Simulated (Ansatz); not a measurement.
# NaMgBr3 (model cell, started as cubic perovskite with Mg in the octahedra): a soft mode frozen in, part 3 of 3

Wanted: the energy along a soft mode of NaMgBr3 (model cell, started as cubic perovskite with Mg in the octahedra) and the structure at the end.

Ansatz 0.2.0; DFT PBE, scalar-relativistic, plane waves, PAW.

So far. Step 5 (Energy along the mode, all amplitudes (two of the runs …): The lowest of the steps tried is the last one, at 0.6 Å, 13.0 meV/atom below the parent; the bottom of the well need not coincide with a step. Step 7 (The new phase in its own primitive cell): The largest force component left is 0.50 meV/Å and the pressure is -0.002 GPa, within the tolerances set. The cell now holds 30.74 Å³/atom. The relaxed cell has a, b, c = 7.431, 7.774, 10.643 Å (conventional setting).

The structure was built from a prototype and need not be the compound's stable phase.

## 8. Modes of the new phase, k-mesh 4×4×2

A relaxed structure may still be a saddle point, so its zone-centre modes are computed. The response to a homogeneous field gives the Born charges and the dielectric tensor.

The input, input.yaml:

```yaml
crystal:
  lattice:
    - [3.7152602698, -3.8868062188, 0.0]
    - [3.7152602698, 3.8868062188, 0.0]
    - [0.0, 0.0, 10.6429543434]
  atoms:
    - { symbol: Na, position: [0.1281024029, 0.8718975971, 0.75] }
    - { symbol: Na, position: [0.8718975971, 0.1281024029, 0.25] }
    - { symbol: Mg, position: [0.5, 0.5, 0.0] }
    - { symbol: Mg, position: [0.5, 0.5, 0.5] }
    - { symbol: Br, position: [0.4996973651, 0.5003026349, 0.25] }
    - { symbol: Br, position: [0.5003026349, 0.4996973651, 0.75] }
    - { symbol: Br, position: [0.0, 0.5, 0.0] }
    - { symbol: Br, position: [0.0, 0.5, 0.5] }
    - { symbol: Br, position: [0.5, 0.0, 0.0] }
    - { symbol: Br, position: [0.5, 0.0, 0.5] }
kpoints:
  mp_grid: { grid: [4, 4, 2] }
hamiltonian:
  xc: pbe
scf:
  occupations: { method: fixed }
output:
  eigenvalues: true
phonons:
  method: dfpt
  dielectric: true
  rigid_motions: translations
```

On the command line:

```console
> ansatz run input.yaml --threads 4 --pin off --max-ram 14336MiB --backend cpu --events-out ev --progress --plain --runs-dir out
```

Numbers of over 12 decimals in the logs are rounded to 6 here.

The program printed:

```text
[...]
Crystal: 10 atoms, lattice volume = 307.379 Å³
Basis set: ecut = 420 eV, 5975 PW (Γ), exchange–correlation on 72×72×144 points (8 copies of the dense FFT grid, shifted against one another)
Bands: 50, of which v1, the nominal top of the filled ones, is band 40 counted from 1 (39 counted from 0)
Symmetry: 8 space group operations
k-points: 20 of 32 (irreducible under 1 space group operation, time reversal used)
[...]
SCF iter   1: F=—  HF=-23533.447157 eV  |F-HF|=—  |Δ(HF+E_count)|=         —  Δρ=6.33e-4  dr2=2.52e-3  ethr=1.77e-3  ⟨swp⟩=6.3  Hψ=4085  notcnv=0  defer=146
[...]
SCF iter   9: F=-23533.447160 eV  HF=-23533.447160 eV  |F-HF|=2.91e-11  |Δ(HF+E_count)|=  3.20e-10  Δρ=4.45e-8  dr2=8.71e-12  ethr=1.00e-12  ⟨swp⟩=21.9  Hψ=8304  notcnv=0
SCF 1 converged in 9 iterations: F = -23533.447160 eV  dr2 = 8.71e-12
[...]
NSCF: frozen V_eff on 2 k-points
[...]
DFPT response loops at Γ: preconditioner auto → Resta (q_TF=auto, 2.180 Å⁻¹)  ε∞=4.9 (no band partly filled); β = 1.00, the filter's whole step (`scf.mixing.beta` (0.50) is not read by the response loops at its default; to damp them type it under 1.00, their step now; it binds the ground state too); Broyden in place of MSR1
── the response to a field inside a basis, on 4×4×2 k-points: an SCF that follows is theirs, and a resumed run solves both again ──
Bands: 41, of which v1, the nominal top of the filled ones, is band 40 counted from 1 (39 counted from 0)
k-points: 6 of 32
[...]
Eigensolver: Dense (6 Hₖ)
SCF iter   1: F=—  HF=-23533.343736 eV  |F-HF|=—  |Δ(HF+E_count)|=         —  Δρ=1.95e-4  dr2=4.24e-5  ethr=1.00e-1
[...]
SCF iter   4: F=-23533.343819 eV  HF=-23533.343819 eV  |F-HF|=3.04e-8  |Δ(HF+E_count)|=   1.00e-7  Δρ=3.22e-6  dr2=4.76e-8  ethr=3.03e-10
SCF 1 converged in 4 iterations: F = -23533.343819 eV  dr2 = 4.76e-8
[...]
WARN: field response: ε∞ stands inside a basis, on 4×4×2 points; the force constants stand on the 4×4×2 k-mesh, whose period is 12.68 times the interband length at k = (0.0000, 0.0000, 0.0000), direct gap 2.950 eV, under 14: take them and everything formed from them as unconverged, and compare with a denser kpoints.mp_grid
SCF converged after 9 iterations
Free energy (F): -23533.447160 eV
[...]
Internal energy: -23533.447160 eV  (E = F + TS)
E sigma→0 (E₀):  -23533.447160 eV
Fermi energy:    1.749018 eV
[...]
--- Band table (eV; the first three rows and the last of 20) ---
  k-point 0: bands = [... 36 lower, 1.0239, 1.1338, 1.3035, 1.3093, 4.2596, 5.2504, 6.5001, 7.0527, ... 6 higher]
  k-point 1: bands = [... 36 lower, 0.9781, 0.9781, 1.2987, 1.2987, 5.2287, 5.2287, 5.8936, 5.8936, ... 6 higher]
  k-point 2: bands = [... 36 lower, 0.9817, 0.9827, 1.0808, 1.2193, 5.2136, 5.8482, 6.9998, 7.1694, ... 6 higher]
  k-point 19: bands = [... 36 lower, 1.2012, 1.2012, 1.7242, 1.7242, 6.4851, 6.4851, 7.7872, 7.7872, ... 6 higher]
[...]
k mesh reduced under 1 symmetry operation, with k and −k counted as one. Each operation leaves every solved perturbation unchanged. A smaller set is not considered because the run solves the response to a homogeneous field
  ASR residual: 2.193e-4 → 0.000e0 eV/Å²; symmetrization residual: 7.063e-6 eV/Å²
  ASR residual per site (eV/Å²): 1.71e-5 1.71e-5 2.19e-4 2.19e-4 9.01e-5 9.01e-5 5.73e-5 5.73e-5 5.73e-5 5.73e-5
  Γ frequencies (cm⁻¹): -68.20 -52.93 -52.07 0.00 0.00 0.00 13.34 22.82 34.10 36.96 43.73 44.49 48.96 54.78 65.71 74.68 74.78 78.89 79.76 86.84 99.31 130.54 133.99 161.34 168.88 170.25 182.02 183.85 202.90 245.94
  ε∞ (high-frequency dielectric tensor):
        3.087589     0.000000     0.000000
        0.000000     3.048159     0.000000
        0.000000     0.000000     3.080317
  softest optical mode at Γ: -68.20 cm⁻¹; the repairs (sum rule, projections) moved no ω² at Γ by more than (2.24 cm⁻¹)²
  Born effective charges Z* (e; rows j = field, columns β = displacement):
    site 0:
         1.27473   -0.00000    0.00000
         0.00000    1.16044   -0.00000
         0.00000    0.00000    1.34592
    site 1:
         1.27473   -0.00000    0.00000
         0.00000    1.16044   -0.00000
         0.00000    0.00000    1.34592
    site 2:
         2.41407   -0.00000    0.00000
         0.00000    2.51964   -0.04249
         0.00000    0.00862    2.45206
    site 3:
         2.41407   -0.00000    0.00000
         0.00000    2.51964    0.04249
         0.00000   -0.00862    2.45206
    site 4:
        -0.76372   -0.00000    0.00000
         0.00000   -0.78880   -0.00000
         0.00000    0.00000   -2.08673
    site 5:
        -0.76372   -0.00000    0.00000
         0.00000   -0.78880   -0.00000
         0.00000    0.00000   -2.08673
    site 6:
        -1.46254    0.71518    0.15489
         0.66710   -1.44564    0.02276
         0.13166    0.05738   -0.85563
    site 7:
        -1.46254    0.71518   -0.15489
         0.66710   -1.44564   -0.02276
        -0.13166   -0.05738   -0.85563
    site 8:
        -1.46254   -0.71518   -0.15489
        -0.66710   -1.44564    0.02276
        -0.13166    0.05738   -0.85563
    site 9:
        -1.46254   -0.71518    0.15489
        -0.66710   -1.44564   -0.02276
         0.13166   -0.05738   -0.85563
  Z* charge neutrality: 1.938e-2 e pre-enforcement
  solved inside a basis spanned on kpoints, on 4×4×2 k-points, its susceptibility summed on 8×8×4: ε∞ is read to err by 1.1e-2, Z* by 1.8e-2 e (field_mesh: kpoints solves on kpoints); Z* is corrected for what the basis lacks
  optical modes at Γ without the LO–TO term, one row a degenerate level:
      ω (cm⁻¹)  modes    IR ((D/Å)²/amu)
        -68.20      1             4.5536
        -52.93      1             5.0999
        -52.07      1             0.0000
         13.34      1             0.0000
         22.82      1             0.0145
         34.10      1             0.0198
         36.96      1             0.0000
[...]
optical modes at Γ + LO–TO along q̂ = [1.0000, 0.0000, 0.0000]:
      ω (cm⁻¹)  modes    IR ((D/Å)²/amu)
[...]
optical modes at Γ + LO–TO along q̂ = [0.0000, 1.0000, 0.0000]:
      ω (cm⁻¹)  modes    IR ((D/Å)²/amu)
[...]
optical modes at Γ + LO–TO along q̂ = [0.0000, 0.0000, 1.0000]:
      ω (cm⁻¹)  modes    IR ((D/Å)²/amu)
[...]
86.84      1             2.0451
         90.25      1             0.4280
        105.05      1             0.6197
        130.54      1             4.8985
        133.99      1             0.0000
        161.34      1             0.0000
        168.88      1             0.0000
        170.25      1            11.3677
        182.53      1             0.0204
        183.85      1            10.5233
        245.94      1             0.0235
        273.06      1            16.6466
```

The job ended after 2.2 min (4 threads of Arm Neoverse V2, shared host; peak memory 4.5 GiB).

Numbers from this step:

* sum-rule residual before enforcement: 2.19e-4 eV/Å²
* miss of the charge sum rule: 0.01938 e
* estimated error of the dielectric tensor: 0.01105
* estimated error of the Born charges: 0.01750 e
* point group: mmm
* highest optical mode at the zone centre (no LO-TO term): 245.9 cm⁻¹
* lowest optical zone-centre mode: -68.2 cm⁻¹
* mean high-frequency dielectric constant: 3.072
* largest Born charge (third of the trace): 2.462 e
* top of the zone-centre spectrum with the field: 273.1 cm⁻¹

Without the LO-TO term. Patterns of degenerate modes are one choice out of their space. Modes at Γ, with each element's share of the kinetic energy (negative means imaginary):

```tsv
mode	frequency (cm⁻¹)	symmetry	Na %	Mg %	Br %
1	-68.2	B3u	86	0	14
2	-52.9	B1u	88	1	11
3	-52.1	B1g	88	0	12
4	0.0	acoustic	8	8	84
5	0.0	acoustic	8	8	84
6	0.0	acoustic	8	8	84
7	13.3	Au	0	2	98
8	22.8	B3u	0	0	100
9	34.1	B1u	0	4	96
10	37.0	Au	0	0	100
11	43.7	B3u	3	0	97
12	44.5	B2u	13	0	87
13	49.0	B1g	12	0	88
14	54.8	Ag	24	0	76
15	65.7	B2u	0	2	98
16	74.7	B3g	90	0	10
17	74.8	B3u	3	38	59
18	78.9	Au	0	41	59
19	79.8	B1u	0	36	64
20	86.8	B2u	3	37	60
21	99.3	B1u	3	31	65
22	130.5	B2u	75	2	23
23	134.0	Ag	76	0	24
24	161.3	B3g	10	0	90
25	168.9	Au	0	57	43
26	170.2	B3u	0	53	47
27	182.0	B1u	0	56	44
28	183.8	B2u	1	53	47
29	202.9	B1u	0	63	37
30	245.9	B2u	1	98	1
```

Displacements in mode 1 (-68.2 cm⁻¹), the largest set to 1:
```
Na1  1.00  0.00  0.00
Na2  1.00  0.00  0.00
Mg3  0.02  0.00  0.00
Mg4  0.02  0.00  0.00
Br5 -0.16  0.00  0.00
Br6 -0.16  0.00  0.00
Br7 -0.07 -0.03  0.07
Br8 -0.07 -0.03 -0.07
Br9 -0.07  0.03 -0.07
Br10-0.07  0.03  0.07
```

Displacements in mode 24 (161.3 cm⁻¹), the largest set to 1:
```
Na1  0.00  0.00  0.64
Na2  0.00  0.00 -0.64
Mg3  0.00  0.00  0.00
Mg4  0.00  0.00  0.00
Br5  0.00  0.00  1.00
Br6  0.00  0.00 -1.00
Br7  0.00  0.00  0.00
Br8  0.00  0.00  0.00
Br9  0.00  0.00  0.00
Br10 0.00  0.00  0.00
```

Optical modes at the zone centre, without and with the macroscopic field of the longitudinal modes; each column is sorted by frequency, so a row need not hold one and the same mode. Modes with and without the field, by row:

```tsv
rank among optical modes	no field (cm⁻¹)	q along (1, 0, 0) (cm⁻¹)	q along (0, 1, 0) (cm⁻¹)	q along (0, 0, 1) (cm⁻¹)
1	-68.2	-52.9	-68.2	-68.2
2	-52.9	-52.1	-52.9	-52.1
3	-52.1	-26	-52.1	13.3
4	13.3	13.3	13.3	22.8
5	22.8	23.7	22.8	33.2
6	34.1	34.1	34.1	37
7	37	37	37	43.7
8	43.7	44.5	43.7	44.5
9	44.5	44.9	48.1	47.4
10	49	49	49	49
11	54.8	54.8	54.8	54.8
12	65.7	65.7	65.9	65.7
13	74.7	74.7	74.7	74.7
14	74.8	78.9	74.8	74.8
15	78.9	79.8	78.9	78.9
16	79.8	86.8	79.8	86.8
17	86.8	91.4	94.9	90.2
18	99.3	99.3	99.3	105
19	130.5	130.5	134	130.5
20	134	134	146.4	134
21	161.3	161.3	161.3	161.3
22	168.9	168.9	168.9	168.9
23	170.2	182	170.2	170.2
24	182	183.8	182	182.5
25	183.8	202.9	202.9	183.8
26	202.9	245.9	245.5	245.9
27	245.9	249	262.4	273.1
```

Born charge (rows field, columns displacement) (e), principal values of the symmetric part by kind of site:

```tsv
atom	atoms with these values	low	middle	high	mean
Na1	2	1.16	1.27	1.35	1.26
Mg3	2	2.41	2.45	2.52	2.46
Br5	2	-2.09	-0.79	-0.76	-1.21
Br7	4	-2.15	-0.94	-0.67	-1.25
```

In full for Br5:

```
-0.76  0.00  0.00
 0.00 -0.79  0.00
 0.00  0.00 -2.09
```

High-frequency dielectric tensor:

```
3.09 0.00 0.00
0.00 3.05 0.00
0.00 0.00 3.08
```

Transverse modes; imaginary modes are left out. Infrared lines, with heights relative to the strongest:

```tsv
position (cm⁻¹)	lines merged	relative intensity
13	1	0.0
23	1	0.1
34	1	0.2
37	1	0.0
44	2	4.9
49	1	0.0
55	1	0.0
66	1	0.4
75	2	15
79	1	0.0
80	1	8.1
87	1	17
99	1	2.7
130	1	42
134	1	0.0
161	1	0.0
169	1	0.0
170	1	97
182	1	2.7
184	1	90
203	1	100
246	1	0.2
```

Before it was imposed, the acoustic sum rule was missed by 2.2e-4 eV/Å² and the charge sum rule by 0.019 e. Small misses are needed for a sound result but don't prove that mesh and cutoff are converged. The lowest optical mode is imaginary, 68.2i cm⁻¹, so the energy falls along it.

The log warns of the k mesh: “the force constants stand on the 4×4×2 k-mesh, whose period is 12.68 times the interband length at k = (0.0000, 0.0000, 0.0000), direct gap 2.950 eV, under 14: take them and everything formed from them as unconverged”.

## 9. What came out

| Item | Value |
| --- | --- |
| unstable mode of the parent | q = (0, 0, -0.5), 73i cm⁻¹ |
| depth at the lowest point sampled | 13.0 meV/atom |
| largest atomic shift at that point | 0.6 Å |
| space group reached (within 0.01 Å) | Cmcm |
| energy gained over the parent (first relaxation, on the mesh of the frozen mode) | 19.4 meV/atom |
| volume per atom, phase reached | 30.7 Å³ |
| gap on the k-mesh, phase reached | 2.51 eV |
| lowest optical zone-centre mode, phase reached | -68.2 cm⁻¹ |
| highest optical mode at the zone centre (no LO-TO term), phase reached | 246 cm⁻¹ |

In words: Along this mode the structure falls into Cmcm, 19.4 meV/atom below the parent. At the parent's cell the well is 13.05 meV/atom deep on the steps tried, with its lowest point at a shift of 0.6 Å. That is the last step tried, so the steps alone don't bracket the bottom of the well. Relaxing atoms and cell changes the gain by +6.38 meV/atom against the lowest step (energies at zero smearing). The new phase still has an imaginary mode at the zone centre of its cell, so it is a saddle point on the way to a lower structure. Of the 9 patterns followed to their end from this parent, this one ends 77.1 meV/atom above the lowest, Imma. Another end point lies within 1 meV/atom; how such a difference moves with mesh and cutoff was not tested. Each path keeps the symmetry of its pattern, so a lower phase may lie along a pattern not tried. With the field response the log warns that the k mesh is coarse for the force constants too, so the frequencies may not be converged. The starting cell was built on a prototype and not taken from a measurement, so the phase need not exist.

[Logs are printed without paths, hosts, clocks, repeated set-up lines and the standing remarks that a program may print on its own settings, such as how far it seeks lower states.]

[Hosts, paths, dates, database ids (printed as entryN), source tags and the programs' standing remarks are cut or masked in the printed files.]
